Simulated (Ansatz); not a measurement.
# HfC (Fm-3m): zone-centre modes under pressure

Wanted: Grüneisen parameters and pressure coefficients of the modes of HfC (Fm-3m).

Main program and level: Ansatz 0.2.0; DFT PBEsol, scalar-relativistic, plane waves, PAW; PAW set soft_1.

Most raw output is cut from this account.

The database entry behind the starting cell differs from later determinations by our own check (about 0.2 % long), so it need not match the best structure at ambient conditions.

### 1. Set-up

It takes space group Fm-3m (No. 225, cubic). Conventional cell: a = 4.650 Å, b = 4.650 Å, c = 4.650 Å, α = 90.00°, β = 90.00°, γ = 90.00°. Nearest to C lie 6 Hf at 2.33 Å. Hf has 6 C at 2.33 Å nearest. Farther neighbours are not listed.

### 2. Relaxation

Harmonic phonons are second derivatives at a point where the forces vanish, and they are wanted at zero stress, so atoms and cell are relaxed first.

Contents of input.yaml:

```yaml
crystal:
  lattice:
    - [0.0, 2.325, 2.325]
    - [2.325, 0.0, 2.325]
    - [2.325, 2.325, 0.0]
  atoms:
    - { symbol: C, position: [0.0, 0.0, 0.0] }
    - { symbol: Hf, position: [0.5, 0.5, 0.5] }
kpoints:
  mp_grid: { grid: [16, 16, 16] }
hamiltonian:
  xc: pbesol
  pseudopotentials: { kind: paw, azcp: { folder: soft_1 }, xc_functional: pbe }
scf:
  occupations: { method: gaussian, width: 0.1 }
output:
  forces: true
  stress: true
  eigenvalues: true
  write_density: true
  write_potential: true
  elf: true
  volumetric_format: npy
relax:
  adjacent_minimum: "off"
  f_tol: 0.005
  max_steps: 80
  cell: { stress_tol: 0.05 }
```

Launch:

```bash
$ ansatz run input.yaml --threads 4 --pin off --max-ram 10240MiB --backend cpu --events-out ev --progress --plain --runs-dir out
```

Wall time 5.7 s (4 threads of AMD EPYC 7B13 (Zen 3), shared host); peak memory 0.47 GiB; 20 s of CPU time.

The steps of the relaxation:

```tsv
step	energy less that of the first step (eV)	largest force component (eV/Å)	pressure (GPa)	volume (Å³)
1	0.0000	0.0000	-6.51	25.14
2	-0.0071	0.0000	5.46	23.94
3	-0.0150	0.0000	-0.21	24.47
4	-0.0150	0.0000	0.00	24.45
5*	-0.0143	0.0000	-0.03	24.45
```

Relaxation steps marked * repeat the geometry before them on a plane-wave basis chosen anew for their cell, so energy and pressure can jump there.

Forces are held to the 48 operations that the run works with; a distortion that breaks them can't arise in this run.

```tsv
conventional cell, symmetrised	before	after	change
a (Å)	4.650	4.607	-0.9 %
b (Å)	4.650	4.607	-0.9 %
c (Å)	4.650	4.607	-0.9 %
volume (Å³/atom)	12.57	12.23	-2.7 %
```

Final coordinates:

```
C Hf
1.0
     0.00000    2.30368    2.30368
     2.30368    0.00000    2.30368
     2.30368    2.30368    0.00000
C Hf
1 1
Direct
  0.00000 0.00000 0.00000
  0.50000 0.50000 0.50000
```

Numbers from this step:

- pressure: -0.03316 GPa
- volume per atom: 12.23 Å³
- gap on the k-mesh: 0 eV

Electrostatic potential energy in the ac plane of the conventional cell at fractional y = 0.000, with atoms of C and Hf within 0.2 Å of it. With pseudopotentials it is smooth inside the atoms' cores, unlike the true potential.

Ten even steps from '_' (-35 eV) to '@' (19 eV), each cell a mean:
```
__--%%@@**--++++====%%@@**__
++##@@@@%%++----==**@@@@@@**
@@@@@@@@@@%%****##%%@@@@@@@@
%%%%@@@@@@@@@@%%@@@@@@@@@@%%
==++##@@@@@@%%%%@@@@@@%%**==
==--++%%@@##--..++@@@@##====
**====%%@@++____..%%%%**--++
++====%%@@**____--%%@@**--++
--==**@@@@@@**++##@@@@%%++--
**##%%@@@@@@@@@@@@@@@@@@%%**
%%@@@@@@@@@@%%%%%%@@@@@@@@@@
%%@@@@@@%%**====++##@@@@@@%%
..++@@@@##======--++%%@@##--
__..%%%%**--++**====%%@@++__
```
Columns run along a (4.6 Å; values clipped at the 3rd and 97th percentile), rows up along c (4.6 Å), edges of the conventional cell, whose origin can differ from the input's. Atoms in or near the plane, at fractional coordinates: C at (0.00, 0.00), C at (0.50, 0.50), Hf at (0.50, 0.00), Hf at (0.00, 0.50).

ELF in the ac plane of the conventional cell at fractional y = 0.000, with atoms of C and Hf within 0.2 Å of it. It is the smooth field of the valence electrons, not physical close to the nuclei.

Ten even steps from '_' (0.11) to '@' (0.85), each cell a mean:
```
::##%%----%%@@@@@@++..**%%==
%%%%%%--..++%%%%##::..++%%%%
****++::__..----::____--++**
::..__..::--------::..__....
**==..__++%%%%%%%%##::__::++
@@%%==..**%%##++%%%%--::##@@
@@@@**::**%%::__++%%----%%@@
@@@@++..**%%==::##%%----%%@@
%%##::..++%%%%%%%%%%--..++%%
--::____--++******++::__..--
----::..__....::..__..::----
%%%%##::__::++**==..__++%%%%
++%%%%--::##@@@@%%==..**%%##
__++%%----%%@@@@@@**::**%%::
```
Columns run along a (4.6 Å), rows up along c (4.6 Å), edges of the conventional cell, whose origin can differ from the input's. Atoms in or near the plane, at fractional coordinates: C at (0.00, 0.00), C at (0.50, 0.50), Hf at (0.50, 0.00), Hf at (0.00, 0.50).

Valence density in the ac plane of the conventional cell at fractional y = 0.000, with atoms of C and Hf within 0.2 Å of it. It is the smooth field of the valence electrons, not physical close to the nuclei.

Ten steps, logarithmic in the rise over the least value, from '0' (0 e/Å³) to '9' (50 e/Å³), each cell a mean:
```
22101589731122
21100256410012
10000012100001
10000001000001
32000111100013
76200122210147
97311222211269
97311222210158
64100122110025
21000011000001
10000011000000
11000133200011
22101477620012
22112699731122
```
Columns run along a (4.6 Å), rows up along c (4.6 Å), edges of the conventional cell, whose origin can differ from the input's. Atoms in or near the plane, at fractional coordinates: C at (0.00, 0.00), C at (0.50, 0.50), Hf at (0.50, 0.00), Hf at (0.00, 0.50).

In this step the volume went from 12.57 to 12.23 Å³/atom.

### 3. Tight relaxation

Phonons need small forces and stress, so the relaxation is finished with tight tolerances on 16×16×16 k points.

input.yaml, the sections that differ from step 2:

```yaml
crystal:
  lattice:
    - [0.0, 2.3036785256, 2.3036785256]
    - [2.3036785256, 0.0, 2.3036785256]
    - [2.3036785256, 2.3036785256, 0.0]
  atoms:
    - { symbol: C, position: [0.0, 0.0, 0.0] }
    - { symbol: Hf, position: [0.5, 0.5, 0.5] }
scf:
  occupations: { method: methfessel_paxton, width: 0.2 }
output:
  forces: true
  stress: true
  eigenvalues: true
relax:
  adjacent_minimum: "off"
  f_tol: 0.001
  max_steps: 60
  cell: { stress_tol: 0.01 }
# kpoints, hamiltonian: as in step 2
```

It took 3.9 s on 4 threads; peak memory 0.46 GiB.

Little changed from the start: no atom moved by 0.005 Å and no cell edge by 0.1 %.

This step gave:

```
pressure        : -2.86e-4 GPa
volume per atom : 12.22 Å³
```

The forces vanish by symmetry and the pressure is 0.000 GPa, within the tolerances set. The cell now holds 12.22 Å³/atom.

### 4. Modes at rest

Phonons follow from the second derivative of the energy, found here by linear response.

The modes at rest are the reference of the series.

input.yaml, the sections that differ from step 3:

```yaml
crystal:
  lattice:
    - [0.0, 2.3035800707, 2.3035800707]
    - [2.3035800707, 0.0, 2.3035800707]
    - [2.3035800707, 2.3035800707, 0.0]
  atoms:
    - { symbol: C, position: [0.0, 0.0, 0.0] }
    - { symbol: Hf, position: [0.5, 0.5, 0.5] }
output:
  eigenvalues: true
phonons:
  method: dfpt
# kpoints, hamiltonian, scf: as in step 3
# relax: removed
```

Run time: 12 s. Hardware: 4 threads; peak memory 0.86 GiB; 41 s of CPU time.

This step gave:

```
sum-rule residual before enforcement                    : 1.72e-5 eV/Å²
point group                                             : m-3m
highest optical mode at the zone centre (no LO-TO term) : 452.6 cm⁻¹
lowest optical zone-centre mode                         : 452.6 cm⁻¹
```

Patterns of degenerate modes are one choice out of their space. Modes at Γ, with each element's share of the kinetic energy:

```tsv
mode	frequency (cm⁻¹)	symmetry	C %	Hf %
1	0.0	acoustic	6	94
2	0.0	acoustic	6	94
3	0.0	acoustic	6	94
4	452.6	T1u	94	6
5	452.6	T1u	94	6
6	452.6	T1u	94	6
```

Displacements in mode 5 (452.6 cm⁻¹), the largest set to 1:
```
C1   1.00  0.00  0.00
Hf2 -0.07  0.00  0.00
```

Before it was imposed, the acoustic sum rule was missed by 1.7e-5 eV/Å². Small misses are needed for a sound result but don't prove that mesh and cutoff are converged. The lowest optical mode is real, 453 cm⁻¹.

### 5. Ground state of a member: 1.06 times the volume at rest

The cell is set to 1.06 times the volume at rest; symmetry leaves nothing else free, so this is a single point.

input.yaml, the sections that differ from step 4:

```yaml
crystal:
  lattice:
    - [0.0, 2.3487597776, 2.3487597776]
    - [2.3487597776, 0.0, 2.3487597776]
    - [2.3487597776, 2.3487597776, 0.0]
  atoms:
    - { symbol: C, position: [0.0, 0.0, 0.0] }
    - { symbol: Hf, position: [0.5, 0.5, 0.5] }
output:
  forces: true
  stress: true
  eigenvalues: true
# kpoints, hamiltonian, scf: as in step 4
# phonons: removed
```

Wall time 1.1 s (4 threads); peak memory 0.43 GiB; 3.6 s of CPU time.

This step gave:

```
pressure        : -12.88 GPa
volume per atom : 12.96 Å³
```

The forces vanish by symmetry, at a pressure of -12.88 GPa.

### 6. Zone-centre modes of the member: 1.06 times the volume at rest

The zone-centre modes follow for 1.06 times the volume at rest.

input.yaml: that of step 5 with these lines changed.

```diff
@@ -16,4 +16,4 @@
 output:
-  forces: true
-  stress: true
   eigenvalues: true
+phonons:
+  method: dfpt
```

Wall time 12 s (4 threads); peak memory 0.88 GiB.

Numbers from this step:

- sum-rule residual before enforcement: 5.84e-6 eV/Å²
- highest optical mode at the zone centre (no LO-TO term): 398.4 cm⁻¹
- lowest optical zone-centre mode: 398.4 cm⁻¹

Patterns of degenerate modes are one choice out of their space. The modes at Γ (shares of kinetic energy by element, %):

```tsv
mode	frequency (cm⁻¹)	symmetry	C %	Hf %
1	0.0	acoustic	6	94
2	0.0	acoustic	6	94
3	0.0	acoustic	6	94
4	398.4	T1u	94	6
5	398.4	T1u	94	6
6	398.4	T1u	94	6
```

The optical mode lies at 398.4 cm⁻¹.

For the highest optical mode at the zone centre (no LO-TO term), step 4 gave 453 cm⁻¹; this run, with volume ratio 1.06, gives 398 cm⁻¹ (-12 %).

### 7. Ground state of a member: 0.9 times the volume at rest

The cell is set to 0.9 times the volume at rest; symmetry leaves nothing else free, so this is a single point.

input.yaml, the sections that differ from step 6:

```yaml
crystal:
  lattice:
    - [0.0, 2.2240821049, 2.2240821049]
    - [2.2240821049, 0.0, 2.2240821049]
    - [2.2240821049, 2.2240821049, 0.0]
  atoms:
    - { symbol: C, position: [0.0, 0.0, 0.0] }
    - { symbol: Hf, position: [0.5, 0.5, 0.5] }
output:
  forces: true
  stress: true
  eigenvalues: true
# kpoints, hamiltonian, scf: as in step 6
# phonons: removed
```

It took 1.1 s on 4 threads; peak memory 0.43 GiB; 3.3 s of CPU time.

Numbers from this step:

```
pressure        : 32.11 GPa
volume per atom : 11.00 Å³
```

The forces vanish by symmetry, at a pressure of 32.11 GPa.

### 8. Zone-centre modes of the member: 0.9 times the volume at rest

The zone-centre modes follow for 0.9 times the volume at rest.

input.yaml: that of step 7 with these lines changed.

```diff
@@ -16,4 +16,4 @@
 output:
-  forces: true
-  stress: true
   eigenvalues: true
+phonons:
+  method: dfpt
```

The job ended after 11 s (4 threads; peak memory 0.81 GiB; 38 s of CPU time).

This step gave:

```
sum-rule residual before enforcement                    : 2.48e-5 eV/Å²
highest optical mode at the zone centre (no LO-TO term) : 554.0 cm⁻¹
lowest optical zone-centre mode                         : 554.0 cm⁻¹
```

Patterns of degenerate modes are one choice out of their space. Modes at Γ, with each element's share of the kinetic energy:

```tsv
mode	frequency (cm⁻¹)	symmetry	C %	Hf %
1	0.0	acoustic	6	94
2	0.0	acoustic	6	94
3	0.0	acoustic	6	94
4	554.0	T1u	94	6
5	554.0	T1u	94	6
6	554.0	T1u	94	6
```

The optical mode lies at 554.0 cm⁻¹.

Between step 4 and this run (volume ratio 0.9) the value for the highest optical mode at the zone centre (no LO-TO term) moves from 453 cm⁻¹ to 554 cm⁻¹ (+22 %).

### 9. The series together

The members are set side by side, also those not shown above.

Each row is one cell with its response, relaxed at fixed volume as far as symmetry leaves anything free; energies are extrapolated to zero smearing, and E0 is that at rest; shape and atoms are relaxed in each cell where symmetry leaves them free; all runs use 16×16×16 k points and Methfessel-Paxton smearing of 0.2 eV. State of the crystal along the series:

```tsv
volume ratio	V (Å³/atom)	pressure (GPa)	E - E0 (meV/atom)
0.9	11	32.11	112.3
0.92	11.25	24.34	69.33
0.94	11.49	17.32	37.65
0.96	11.73	10.96	16.17
0.98	11.98	5.21	3.91
0.99	12.1	2.541	0.9648
1	12.22	-2.86e-4	0
1.02	12.47	-4.723	3.654
1.04	12.71	-9.002	14.17
1.06	12.96	-12.88	30.91
```

Each mode is tracked from rest by its pattern, and modes that stay within 0.3 cm⁻¹ of each other stand once; shape and atoms are relaxed in each cell where symmetry leaves them free; all runs use 16×16×16 k points and Methfessel-Paxton smearing of 0.2 eV. Optical modes along the series:

```tsv
V (Å³/atom)	mode 4 T1u (cm⁻¹)
11	554
11.25	532.9
11.49	512.1
11.73	491.6
11.98	471.8
12.1	462.1
12.22	452.6
12.47	434
12.71	416
12.96	398.4
```

From cubic fits (parabolas where under five rows exist) of ln ω and P against ln V through the rows within about 4 % of rest: γ = −d ln ω / d ln V and dω/dP = γ ω / B. Slopes at rest:

```tsv
mode	fitted frequency at rest (cm⁻¹)	Grüneisen parameter γ	dω/dP (cm⁻¹/GPa)
mode 4 T1u	452.6	2.09	3.81
```

### 10. Results

```json
{
  "members": "10",
  "highest optical mode at the zone centre (no LO-TO term), at rest": "452.6 cm⁻¹",
  "bulk modulus at rest": "248 GPa",
  "mode 4 T1u, γ": "2.09"
}
```

What this shows: The series spans -12.9 to 32.1 GPa, and the slope at rest gives a bulk modulus of 248 GPa. The optical mode has γ = 2.09 and moves by 3.8 cm⁻¹ for each GPa. One k mesh and one cutoff serve the ground states and modes of all volumes. These are harmonic frequencies at zero temperature: anharmonic shifts, linewidths and thermal expansion are left out. Spin-orbit coupling is left out, which can matter for the heavy elements here. With no gap, or one that is small against the smearing, the frequencies hang on the k mesh and the smearing, most of all near Kohn anomalies. The PAW files were made for PBE; the program adapts parts of them to the functional of the run, but their partial waves stay those of PBE, an approximation that was not tested in this session. Only the zone centre was solved, so an instability at another wavevector cannot show here.

[Logs are printed without paths, hosts, clocks, repeated set-up lines and the standing remarks that a program may print on its own settings, such as how far it seeks lower states.]

[Hosts, paths, dates, database ids (printed as entryN), source tags and the programs' standing remarks are cut or masked in the printed files.]
